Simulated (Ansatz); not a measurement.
### Quasiparticle gap of LaInO3 (Pnma)

The structure is orthorhombic, space group Pnma (No. 62). Conventional cell: a = 5.940 Å, b = 8.216 Å, c = 5.723 Å, α = 90.00°, β = 90.00°, γ = 90.00°. La has 8 O at 2.38 to 2.94 Å nearest. Nearest to In lie 6 O at 2.16 to 2.17 Å. Nearest to O lie 2 In at 2.17 Å and 2 La at 2.38 to 2.50 Å. O has 2 In at 2.16 to 2.17 Å and 3 La at 2.40 to 2.94 Å nearest. Farther neighbours and most contacts between anions are not listed.

- method: G0W0 on HSE06, plane waves, PAW (and 1 further level or step)
- program: Ansatz 0.2.0
- settings of one run: cutoff 420 eV, 2×2×2 k-mesh, default PAW, empty bands 436, screening cutoff 78 eV, screening contour deformation, QP bands (v4, c4), PAW set soft 2
- cost: 2 runs, 62 s in all on 1 × NVIDIA GB200 (shared by 2 runs) with 24 threads of Arm Neoverse V2, shared host (the runs of this entry)
- notes: In doubt: masses and optical values from hybrid runs of this build are listed as unsure (in some of the runs), which bears on the screening that GW takes from such a start. Geometry: measured cell, ions relaxed with r2SCAN. Limits: f levels unsure; no spin-orbit coupling. Bands and cutoff are finite, so the gap is not at the basis limit. The miss can reach some tenths of an eV and take either sign; the mesh is an error of its own. The 2×2×2 mesh is coarse for this cell (its supercell is 11 Å along the shortest edge). The RPA ε∞ on it, from the HSE06 start, is 3.69, 3.79 and 3.85; such meshes misread the long-range screening, most where the gap is narrow.
- HSE06 gap: 4.37 eV, direct
- G0W0 gap on the mesh: 4.79 eV, from k = Γ to k = Γ
- GW settings: 2×2×2 mesh, 436 empty bands, screening to 78 eV
- known limits: not at the basis limit; f levels unsure; no spin-orbit coupling; coarse k mesh

G0W0 changes the gap by +0.42 eV, from 4.38 eV to 4.79 eV on the mesh: the valence edge shifts by +0.34 eV and the conduction edge by +0.76 eV on the run's own scale. Z is 0.80 and 0.85 at the edges, as usual for well-defined quasiparticles.

**From HSE06 to G0W0: LaVO4 (P2_1/c)**

It takes space group P2_1/c (No. 14, monoclinic). The conventional cell has a = 6.725 Å, b = 7.283 Å, c = 8.399 Å, α = 90.00°, β = 125.80°, γ = 90.00°. La has 9 O at 2.49 to 2.89 Å nearest. V has 4 O at 1.70 to 1.72 Å nearest. Nearest to O lie 1 V at 1.72 Å and 2 La at 2.49 to 2.53 Å. Nearest to O lie 1 V at 1.70 Å and 2 La at 2.50 to 2.53 Å. Nearest to O lie 1 V at 1.70 Å and 2 La at 2.52 to 2.68 Å. Nearest to O lie 1 V at 1.72 Å and 3 La at 2.56 to 2.89 Å. Farther neighbours and most contacts between anions are not listed.

| Quantity | Value |
| --- | --- |
| method | G0W0 on HSE06, plane waves, PAW (and 1 further level or step) |
| program | Ansatz 0.2.0 |
| settings of one run | cutoff 420 eV, 2×2×2 k-mesh, default PAW, empty bands 462, screening cutoff 72 eV, screening contour deformation, QP bands (v4, c4), PAW set soft 2 |
| cost | 2 runs, 74 s in all on 1 × NVIDIA GB200 (shared by 2 runs) with 24 threads of Arm Neoverse V2, shared host (the runs of this entry) |
| notes | In doubt: masses and optical values from hybrid runs of this build are listed as unsure (in some of the runs), which bears on the screening that GW takes from such a start. The cell and positions come from the Crystallography Open Database and are kept as given unless a step says otherwise. Limits: f levels unsure; no spin polarisation; d states lean on the start; no spin-orbit coupling. Bands and cutoff are finite, so the gap is not at the basis limit. The miss can reach some tenths of an eV and take either sign; the mesh is an error of its own. The 2×2×2 mesh is coarse for this cell (its supercell is 13 Å along the shortest edge). The RPA ε∞ on it, from the HSE06 start, is 3.38, 3.40 and 3.79; such meshes misread the long-range screening, most where the gap is narrow. The runs have no spin polarisation. For a closed low-spin shell that is the natural state; where a d or f shell is open it is a constraint, and the gap is then not the crystal’s own. |
| HSE06 gap | 5.12 eV, indirect |
| G0W0 gap on the mesh | 6.20 eV, from k = (-0.500, 0.000, 0.000) to k = (-0.500, -0.500, 0.000) |
| G0W0 gap over the zone (rigid shift) | 6.18 eV |
| GW settings | 2×2×2 mesh, 462 empty bands, screening to 72 eV |
| known limits | not at the basis limit; f levels unsure; no spin polarisation; d states lean on the start; no spin-orbit coupling; coarse k mesh |

G0W0 changes the gap by +1.05 eV, from 5.14 eV to 6.20 eV on the mesh: the valence edge shifts by +0.36 eV and the conduction edge by +1.41 eV on the run's own scale. Z is 0.78 and 0.78 at the edges, as usual for well-defined quasiparticles.

[Runs of the session that timed out or met a known fault of the program may be left out.]

[Cells called generated may have been cut or substituted from an entry of the Crystallography Open Database or the Materials Project.]

[Hosts, paths, dates, database ids (printed as entryN), source tags and the programs' standing remarks are cut or masked in the printed files.]
